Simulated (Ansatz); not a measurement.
# The 3-layer 1T-HfS2 (AA) under a gate

Aim: charge, voltage and capacitance of the 3-layer 1T-HfS2 (AA) in a field-effect set-up.

Main program and level: Ansatz 0.2.0; plane-wave DFT, PBE-D3(BJ), Ansatz PAW.

This is a report of a sequence of runs, with most program output left out.

**1. Set-up**

The cell holds 9 atoms: 6 S and 3 Hf. Its edges and angles: a = 3.640 Å, b = 3.640 Å, c = 62.236 Å, α = 90.0°, β = 90.0°, γ = 120.0°. Regions: layer 1: 1T-HfS2, 3 atoms (2 S and 1 Hf); layer 2: 1T-HfS2, 3 atoms (2 S and 1 Hf); layer 3: 1T-HfS2, 3 atoms (2 S and 1 Hf). Vacuum lies along c.

Structure file:

```cif
data_structure
_symmetry_space_group_name_H-M 'P 1'
_symmetry_Int_Tables_number 1
_cell_length_a 3.6400
_cell_length_b 3.6400
_cell_length_c 62.2365
_cell_angle_alpha 90.000
_cell_angle_beta 90.000
_cell_angle_gamma 120.000
_cell_volume 714.13
loop_
_atom_site_label
_atom_site_type_symbol
_atom_site_fract_x
_atom_site_fract_y
_atom_site_fract_z
_atom_site_occupancy
S1 S 0.66667 0.33333 0.37438 1
Hf2 Hf 0.00000 0.00000 0.40018 1
S3 S 0.33333 0.66667 0.42599 1
S4 S 0.66667 0.33333 0.47419 1
Hf5 Hf 0.00000 0.00000 0.50000 1
S6 S 0.33333 0.66667 0.52581 1
S7 S 0.66667 0.33333 0.57401 1
Hf8 Hf 0.00000 0.00000 0.59982 1
S9 S 0.33333 0.66667 0.62562 1
```

**2. Relaxing the slab**

The starting cell is a guess, so the in-plane lattice and the atoms are relaxed first, with the slab cut off from its images along the normal.

Input file input.yaml:

```yaml
crystal:
  lattice:
    - [3.64, 0.0, 0.0]
    - [-1.82, 3.1523324698, 0.0]
    - [0.0, 0.0, 62.2364775752]
  atoms:
    - { symbol: S, position: [0.6666666667, 0.3333333333, 0.3743785141] }
    - { symbol: Hf, position: [0.0, 0.0, 0.4001845954] }
    - { symbol: S, position: [0.3333333333, 0.6666666667, 0.4259906766] }
    - { symbol: S, position: [0.6666666667, 0.3333333333, 0.4741939188] }
    - { symbol: Hf, position: [0.0, 0.0, 0.5] }
    - { symbol: S, position: [0.3333333333, 0.6666666667, 0.5258060812] }
    - { symbol: S, position: [0.6666666667, 0.3333333333, 0.5740093234] }
    - { symbol: Hf, position: [0.0, 0.0, 0.5998154046] }
    - { symbol: S, position: [0.3333333333, 0.6666666667, 0.6256214859] }
  periodic: [true, true, false]
kpoints:
  mp_grid: { grid: [12, 12, 1] }
hamiltonian:
  xc: pbe
  dispersion: d3bj
scf:
  occupations: { method: fermi_dirac, width: 0.05 }
  convergence: { dr2_threshold: 1.0e-09 }
relax:
  f_tol: 0.004
  max_steps: 90
  cell: {}
output:
  write_potential: true
  write_density: true
  volumetric_format: npy
```

The run is started by

```console
$ ansatz run input.yaml --threads 4 --pin off --max-ram 16384MiB --backend cpu --events-out ev --progress --plain --runs-dir out
```

The job ended after 3 min (4 threads of Arm Neoverse V1, shared host; peak memory 1.9 GiB; 12 min of CPU time).

The steps of the relaxation:

| step | energy less that of the first step (eV) | largest force component (eV/Å) | volume (Å³) |
| --- | --- | --- | --- |
| 1 | 0.0000 | 1.7523 | 714.13 |
| 2 | -0.7833 | 0.6131 | 702.53 |
| 3 | -0.8905 | 0.0737 | 703.96 |
| 4 | -0.9187 | 0.0667 | 700.96 |
| 5 | -0.9219 | 0.0228 | 701.88 |
| 6 | -0.9229 | 0.0061 | 702.37 |
| 7 | -0.9231 | 0.0011 | 702.33 |
| 8* | -0.9226 | 0.0011 | 702.33 |

Relaxation steps marked * repeat the geometry before them on a plane-wave basis chosen anew for their cell, so energy and pressure can jump there.

Forces are held to the 12 operations that the run works with; a distortion that breaks them can't arise in this run.

| cell as run | before | after | change |
| --- | --- | --- | --- |
| a (Å) | 3.640 | 3.610 | -0.8 % |
| b (Å) | 3.640 | 3.610 | -0.8 % |

The atoms that moved most (Å, along periodic axes as changes of fractional coordinates times the final cell, across vacuum about the mean position):

| atom | dx | dy | dz | length |
| --- | --- | --- | --- | --- |
| S1 | 0.000 | 0.000 | 0.581 | 0.581 |
| S9 | 0.000 | 0.000 | -0.581 | 0.581 |
| Hf2 | 0.000 | 0.000 | 0.434 | 0.434 |
| Hf8 | 0.000 | 0.000 | -0.434 | 0.434 |
| S7 | 0.000 | 0.000 | -0.284 | 0.284 |
| S3 | 0.000 | 0.000 | 0.284 | 0.284 |
| S4 | 0.000 | 0.000 | 0.151 | 0.151 |
| S6 | 0.000 | 0.000 | -0.151 | 0.151 |

Final coordinates:

```cif
data_structure
_symmetry_space_group_name_H-M 'P 1'
_symmetry_Int_Tables_number 1
_cell_length_a 3.6098
_cell_length_b 3.6098
_cell_length_c 62.2365
_cell_angle_alpha 90.000
_cell_angle_beta 90.000
_cell_angle_gamma 120.000
_cell_volume 702.33
loop_
_atom_site_label
_atom_site_type_symbol
_atom_site_fract_x
_atom_site_fract_y
_atom_site_fract_z
_atom_site_occupancy
S1 S 0.66667 0.33333 0.38372 1
Hf2 Hf 0.00000 0.00000 0.40716 1
S3 S 0.33333 0.66667 0.43055 1
S4 S 0.66667 0.33333 0.47662 1
Hf5 Hf 0.00000 0.00000 0.50000 1
S6 S 0.33333 0.66667 0.52338 1
S7 S 0.66667 0.33333 0.56945 1
Hf8 Hf 0.00000 0.00000 0.59284 1
S9 S 0.33333 0.66667 0.61628 1
```

The lattice constant a goes from 3.640 to 3.610 Å.

**3. Gated layer, added electrons 0, start network**

The slab is cut off from its images along the normal. A charged sheet stands for each gate, the layer takes the opposite charge, and a barrier ahead of the sheet keeps electrons from leaking to it. The uncharged case sets the zero; a dense mesh is needed because few carriers fill a small part of the zone.

The cell differs from the one that the last finished run ended in (c 62.236 → 60.074 Å).

Input file input.yaml:

```yaml
crystal:
  lattice:
    - [3.6098041644, 0.0, 0.0]
    - [-1.8049020822, 3.126182109, 0.0]
    - [0.0, 0.0, 60.0735396022]
  atoms:
    - { symbol: S, position: [0.6666666667, 0.3333333333, 0.3795348193] }
    - { symbol: Hf, position: [0.0, 0.0, 0.4038185843] }
    - { symbol: S, position: [0.3333333333, 0.6666666667, 0.4280478346] }
    - { symbol: S, position: [0.6666666667, 0.3333333333, 0.4757808798] }
    - { symbol: Hf, position: [0.0, 0.0, 0.5] }
    - { symbol: S, position: [0.3333333333, 0.6666666667, 0.5242191202] }
    - { symbol: S, position: [0.6666666667, 0.3333333333, 0.5719521654] }
    - { symbol: Hf, position: [0.0, 0.0, 0.5961814157] }
    - { symbol: S, position: [0.3333333333, 0.6666666667, 0.6204651807] }
  periodic: [true, true, false]
  symmetry: { detect: true }
kpoints:
  mp_grid: { grid: [48, 48, 1] }
  band_path:
    path: [[0, 0, 0], [0.5, 0, 0], [0.33333333, 0.33333333, 0], [0, 0, 0]]
    npoints: 16
hamiltonian:
  xc: pbe
  dispersion: d3bj
scf:
  occupations: { method: fermi_dirac, width: 0.02585 }
  convergence: { dr2_threshold: 1.0e-10 }
output:
  forces: true
  eigenvalues: true
  dos: { projected: true, e_range: [-3, 3], de: 0.01 }
  write_potential: true
  write_density: true
  volumetric_format: npy
  elf: true
external_charges:
  - { charge: 0, barrier: 10, axis: 3, height: 40.774, sigma: 0.25 }
```

Wall time 11 min (4 threads); peak memory 5.9 GiB.

This step gave:

| Property | Result |
| --- | --- |
| gap on the k-mesh | 1.091 eV |
| gap along the path | 1.091 eV |
| smallest direct gap along the path | 1.914 eV |
| gap, the smaller of path and mesh | 1.091 eV |
| potential beyond the upper barrier and gate, less the barrier, from the Fermi level | 5.754 eV |

Running mean over a fixed 2.5 Å (it still follows the layers) of the planar mean; beyond a gate it holds the 10 eV model barrier. The electron's electrostatic potential energy less the Fermi level by z:

z (Å), electron's electrostatic potential energy less the Fermi level (eV) and a bar from the least value:
```
        5        5.8 #################
        6        5.8 #################
        7        5.8 #################
        8        5.8 #################
        9        5.8 #################
       10        5.8 #################
       11        5.8 #################
       12        5.8 #################
       13        5.8 #################
       14        5.8 #################
       15        5.8 #################
       16        5.8 #################
       17        5.8 #################
       18        5.8 #################
       19        5.8 #################
       20        5.7 #################
       21        4.8 ################
       22        0.6 ###########
       23       -4.8 ####
       24       -8.0 
       25       -7.3 #
       26       -2.1 #######
       27        1.2 ############
       28       -0.7 #########
       29       -6.1 ##
       30       -7.8 
       31       -6.4 ##
       32       -1.0 #########
       33        1.2 ############
       34       -1.7 ########
       35       -7.1 #
       36       -8.0 
       37       -5.3 ###
       38        0.3 ##########
       39        4.6 ################
       40        7.7 ####################
       41       11.6 #########################
       42       15.1 #############################
       43       15.8 ##############################
       44       15.8 ##############################
       45       15.8 ##############################
       46       15.8 ##############################
       47       15.8 ##############################
       48       15.8 ##############################
       49       15.8 ##############################
       50       15.8 ##############################
       51       15.8 ##############################
       52       15.8 ##############################
       53       15.8 ##############################
       54       15.8 ##############################
       55       15.8 ##############################
       56       15.8 ##############################
```

The density of states has structure finer than the step of the table below, so its rows give means over 0.2 eV, whole bins alone (the curve runs from -3 to 2.55 eV). Peaks (eV: height): -2.95: 26.4, -2.85: 21.1, -2.73: 16.9, -2.43: 10.1, -1.89: 11.8, -1.03: 8.64, 1.53: 8.30.

Table of density of states by energy, zero at the Fermi level of the run, which the smearing sets inside the gap; means over each step:

| energy (eV) | density of states (states/eV a cell) |
| --- | --- |
| -2.8 | 14.2 |
| -2.6 | 8.97 |
| -2.4 | 6.51 |
| -2.2 | 6.82 |
| -2.0 | 7.72 |
| -1.8 | 9.91 |
| -1.6 | 8.58 |
| -1.4 | 7.68 |
| -1.2 | 4.60 |
| -1.0 | 3.94 |
| -0.8 | 2.13 |
| -0.6 | 1.62 |
| -0.4 | 0 |
| -0.2 | 0 |
| 0.0 | 0 |
| 0.2 | 0 |
| 0.4 | 0 |
| 0.6 | 1.27 |
| 0.8 | 3.22 |
| 1.0 | 3.54 |
| 1.2 | 3.98 |
| 1.4 | 5.10 |
| 1.6 | 6.61 |
| 1.8 | 4.82 |
| 2.0 | 4.43 |
| 2.2 | 4.13 |
| 2.4 | 3.91 |

Projected DOS per atom over height of the atomic layer and energy from the Fermi level. Layers: S Hf S S Hf S S Hf S from below.

Ten even steps from '_' (0.00 states/eV) to '@' (1.99 states/eV), each cell a mean:
```
__==____==____==__
__++____++____++__
__++____++____++__
__##____##____##__
__**____##____**__
__==____==____==__
__==____==____==__
__::____::____::__
__________________
__________________
__________________
__________________
..__....__....__..
..__..::__::..__..
==__==::__::==__==
++__++++__++++__++
**..****..****..**
##..****..****..##
++..==++..++==..++
==..====::====..==
##--****--****--##
@@##@@##++##@@##@@
```
Columns: height of the atomic layer (Å) from 22.8 to 37.3 (not evenly spaced); rows upwards: energy from the Fermi level (eV) from -2.98 to 2.52.

The electronic bands at the labelled points (eV, zero at the Fermi level of the run, which the smearing sets inside the gap):

| point | band 54 | band 55 | band 56 | band 57 | band 58 | band 59 | band 60 | band 61 |
| --- | --- | --- | --- | --- | --- | --- | --- | --- |
| Γ | -0.58 | -0.58 | -0.54 | -0.54 | 1.46 | 1.46 | 1.49 | 1.49 |
| halfway | -1.41 | -1.40 | -1.16 | -0.89 | 1.03 | 1.05 | 1.08 | 2.74 |
| M | -1.77 | -1.63 | -1.54 | -1.48 | 0.55 | 0.63 | 0.66 | 3.61 |
| halfway | -2.37 | -2.15 | -1.96 | -1.77 | 1.37 | 1.49 | 1.59 | 3.33 |
| K | -2.42 | -2.36 | -2.36 | -2.20 | 2.17 | 2.26 | 2.33 | 2.87 |
| halfway | -2.16 | -1.30 | -1.19 | -1.12 | 1.70 | 1.79 | 1.88 | 1.97 |
| Γ | -0.58 | -0.58 | -0.54 | -0.54 | 1.46 | 1.46 | 1.49 | 1.49 |

Valence density in the ca plane at fractional y = 0.000, with atoms of Hf within 0.2 Å of it. It is the smooth field of the valence electrons, not physical close to the nuclei.

Values in e/Å³, 5 rows by 16 columns, each cell a mean:
```
 0  0  0  0  0  0  0  0  7  7  0  0  0  0 10  4
 0  0  0  0  0  0  0  0  0  0  0  0  0  0  0  0
 0  0  0  0  0  0  0  0  0  0  0  0  0  0  0  0
 0  0  0  0  0  0  0  0  1  1  0  0  0  0  1  1
 0  0  0  0  0  0  0  0 10 11  0  0  0  0 15  6
```
Columns run along c (16.0 Å, from fractional 0.26 to 0.52 of the cell), rows up along a (3.6 Å). Atoms in or near the plane, at fractional coordinates: Hf at (0.40, 0.00), Hf at (0.50, 0.00).

Electrostatic potential energy in the ca plane at fractional y = 0.000, with atoms of Hf within 0.2 Å of it. With pseudopotentials it is smooth inside the atoms' cores, unlike the true potential.

Ten even steps from '0' (-45 eV) to '9' (0 eV), each cell a mean:
```
99999999999999999999873000058999999987300015
99999999999999999999986211478999999998521147
99999999999999999999988766788999999988876678
99999999999999999998888888888899999888888888
99999999999999999998888888888899999888888888
99999999999999999999888877888899999988887788
99999999999999999999987544678999999998753468
99999999999999999999974100268999999987400026
99999999999999999999872000058999999986200005
```
Columns run along c (16.0 Å, from fractional 0.26 to 0.52 of the cell; values clipped at the 3rd and 97th percentile), rows up along a (3.6 Å). Atoms in or near the plane, at fractional coordinates: Hf at (0.40, 0.00), Hf at (0.50, 0.00).

ELF in the ca plane at fractional y = 0.000, with atoms of Hf within 0.2 Å of it. It is the smooth field of the valence electrons, not physical close to the nuclei.

Ten even steps from '0' (0.00) to '9' (0.83), each cell a mean:
```
00000000000000000000105999820100000011599972
00000000000000000023322577413320001332267742
00000000000000001357873211257752014786321125
00000000000000013579997422589973016899732268
00000000000000013689998523689984016999842368
00000000000000002478986211478873015888521147
00000000000000000235642344235641003564234323
00000000000000000011213899611210000121389961
00000000000000000000005999820000000001699982
```
Columns run along c (16.0 Å, from fractional 0.26 to 0.52 of the cell), rows up along a (3.6 Å). Atoms in or near the plane, at fractional coordinates: Hf at (0.40, 0.00), Hf at (0.50, 0.00).

The gap, the smaller of path and mesh, is 1.091 eV.

**4. Gated layer, added electrons 1×10¹³ per cm², start atoms**

Changes to input.yaml since step 3:

```diff
@@ -17,7 +17,5 @@
   symmetry: { detect: true }
+total_charge: -0.011285
 kpoints:
   mp_grid: { grid: [48, 48, 1] }
-  band_path:
-    path: [[0, 0, 0], [0.5, 0, 0], [0.33333333, 0.33333333, 0], [0, 0, 0]]
-    npoints: 16
 hamiltonian:
@@ -31,3 +29,2 @@
   eigenvalues: true
-  dos: { projected: true, e_range: [-3, 3], de: 0.01 }
   write_potential: true
@@ -35,4 +32,4 @@
   volumetric_format: npy
-  elf: true
 external_charges:
   - { charge: 0, barrier: 10, axis: 3, height: 40.774, sigma: 0.25 }
+  - { charge: 0.011285, axis: 3, height: 42.274, sigma: 0.5 }
```

Run time: 12 min. Hardware: 4 threads; peak memory 5.8 GiB; 46 min of CPU time.

Numbers from this step:

```
energy at zero smearing                                                             : -52593.2486 eV
potential beyond the upper barrier and gate, less the barrier, from the Fermi level : 4.444 eV
```

Against the uncharged case this takes +1.31 V.

**5. Gated layer, added electrons 3×10¹³ per cm², start atoms**

Changes to input.yaml since step 4:

```diff
@@ -17,3 +17,3 @@
   symmetry: { detect: true }
-total_charge: -0.011285
+total_charge: -0.033855
 kpoints:
@@ -34,2 +34,2 @@
   - { charge: 0, barrier: 10, axis: 3, height: 40.774, sigma: 0.25 }
-  - { charge: 0.011285, axis: 3, height: 42.274, sigma: 0.5 }
+  - { charge: 0.033855, axis: 3, height: 42.274, sigma: 0.5 }
```

The job ended after 12 min (4 threads; peak memory 5.8 GiB; 49 min of CPU time).

Against the uncharged case this takes +2.82 V.

**6. Gated layer, added electrons 6×10¹³ per cm², start atoms**

Changes to input.yaml since step 5:

```diff
@@ -17,3 +17,3 @@
   symmetry: { detect: true }
-total_charge: -0.033855
+total_charge: -0.067709
 kpoints:
@@ -34,2 +34,2 @@
   - { charge: 0, barrier: 10, axis: 3, height: 40.774, sigma: 0.25 }
-  - { charge: 0.033855, axis: 3, height: 42.274, sigma: 0.5 }
+  - { charge: 0.067709, axis: 3, height: 42.274, sigma: 0.5 }
```

The job ended after 13 min (4 threads; peak memory 5.8 GiB; 51 min of CPU time).

Against the uncharged case this takes +5.04 V.

**7. Gated layer, added electrons 10×10¹³ per cm², start atoms**

Changes to input.yaml since step 6:

```diff
@@ -17,3 +17,3 @@
   symmetry: { detect: true }
-total_charge: -0.067709
+total_charge: -0.112849
 kpoints:
@@ -34,2 +34,2 @@
   - { charge: 0, barrier: 10, axis: 3, height: 40.774, sigma: 0.25 }
-  - { charge: 0.067709, axis: 3, height: 42.274, sigma: 0.5 }
+  - { charge: 0.112849, axis: 3, height: 42.274, sigma: 0.5 }
```

Run time: 12 min. Hardware: 4 threads; peak memory 5.8 GiB.

Against the uncharged case this takes +7.92 V.

**8. Gated layer, added electrons -1×10¹³ per cm², start atoms**

Changes to input.yaml since step 7:

```diff
@@ -17,3 +17,3 @@
   symmetry: { detect: true }
-total_charge: -0.112849
+total_charge: 0.011285
 kpoints:
@@ -34,2 +34,2 @@
   - { charge: 0, barrier: 10, axis: 3, height: 40.774, sigma: 0.25 }
-  - { charge: 0.112849, axis: 3, height: 42.274, sigma: 0.5 }
+  - { charge: -0.011285, axis: 3, height: 42.274, sigma: 0.5 }
```

The job ended after 12 min (4 threads; peak memory 5.9 GiB).

Against the uncharged case this takes -1.32 V.

**9. Gated layer, added electrons -3×10¹³ per cm², start atoms**

Changes to input.yaml since step 8:

```diff
@@ -17,3 +17,3 @@
   symmetry: { detect: true }
-total_charge: 0.011285
+total_charge: 0.033855
 kpoints:
@@ -34,2 +34,2 @@
   - { charge: 0, barrier: 10, axis: 3, height: 40.774, sigma: 0.25 }
-  - { charge: -0.011285, axis: 3, height: 42.274, sigma: 0.5 }
+  - { charge: -0.033855, axis: 3, height: 42.274, sigma: 0.5 }
```

It took 12 min on 4 threads; peak memory 5.9 GiB; 49 min of CPU time.

Against the uncharged case this takes -2.88 V.

**10. Gated layer, added electrons -6×10¹³ per cm²**

Changes to input.yaml since step 9:

```diff
@@ -17,5 +17,8 @@
   symmetry: { detect: true }
-total_charge: 0.033855
+total_charge: 0.067709
 kpoints:
   mp_grid: { grid: [48, 48, 1] }
+  band_path:
+    path: [[0, 0, 0], [0.5, 0, 0], [0.33333333, 0.33333333, 0], [0, 0, 0]]
+    npoints: 16
 hamiltonian:
@@ -29,2 +32,3 @@
   eigenvalues: true
+  dos: { projected: true, e_range: [-3, 3], de: 0.01 }
   write_potential: true
@@ -32,4 +36,5 @@
   volumetric_format: npy
+  elf: true
 external_charges:
   - { charge: 0, barrier: 10, axis: 3, height: 40.774, sigma: 0.25 }
-  - { charge: -0.033855, axis: 3, height: 42.274, sigma: 0.5 }
+  - { charge: -0.067709, axis: 3, height: 42.274, sigma: 0.5 }
```

Wall time 14 min (4 threads); peak memory 5.9 GiB.

The density of states has structure finer than the step of the table below, so its rows give means over 0.1 eV, whole bins alone (the curve runs from -3 to 1.99 eV). Peaks (eV: height): -2.64: 20.9, -2.53: 27.4, -2.40: 25.7, -2.26: 30.1, -2.13: 13.8, -2.07: 14.7, -1.30: 13.4.

The density of states by energy, zero at the Fermi level; means over each step:

| energy (eV) | density of states (states/eV a cell) |
| --- | --- |
| -2.9 | 7.15 |
| -2.8 | 5.19 |
| -2.7 | 11.1 |
| -2.6 | 15.1 |
| -2.5 | 17.4 |
| -2.4 | 15.8 |
| -2.3 | 17.2 |
| -2.2 | 10.4 |
| -2.1 | 11.9 |
| -2.0 | 8.79 |
| -1.9 | 6.00 |
| -1.8 | 8.17 |
| -1.7 | 6.84 |
| -1.6 | 7.27 |
| -1.5 | 6.91 |
| -1.4 | 7.77 |
| -1.3 | 10.7 |
| -1.2 | 8.91 |
| -1.1 | 7.76 |
| -1.0 | 7.40 |
| -0.9 | 9.61 |
| -0.8 | 7.97 |
| -0.7 | 4.24 |
| -0.6 | 3.97 |
| -0.5 | 5.34 |
| -0.4 | 3.06 |
| -0.3 | 2.27 |
| -0.2 | 2.09 |
| -0.1 | 2.90 |
| 0.0 | 1.14 |
| 0.1 | 0.254 |
| 0.2 | 1.1e-4 |
| 0.3 | 0 |
| 0.4 | 0 |
| 0.5 | 0 |
| 0.6 | 0 |
| 0.7 | 0 |
| 0.8 | 0 |
| 0.9 | 0 |
| 1.0 | 0.154 |
| 1.1 | 1.36 |
| 1.2 | 2.09 |
| 1.3 | 2.20 |
| 1.4 | 3.15 |
| 1.5 | 3.47 |
| 1.6 | 3.66 |
| 1.7 | 3.89 |
| 1.8 | 4.21 |
| 1.9 | 5.09 |

Against the uncharged case this takes -5.19 V.

(Part 1 of 2 ends here.)

[Logs are printed without paths, hosts, clocks, repeated set-up lines and the standing remarks that a program may print on its own settings, such as how far it seeks lower states.]

[Hosts, paths, dates, database ids (printed as entryN), source tags and the programs' standing remarks are cut or masked in the printed files.]

[Maps of the electrostatic potential energy from Ansatz leave out the sawtooth potential of an applied field or a dipole correction, so their vacuum need not be flat; planar profiles and work functions include it.]

[The density of states shown here was stored with 400 of the rows of the run's finer table, so its peaks can read low, often by over a quarter, or be missed, and its means over a window can be off by a tenth or more.]
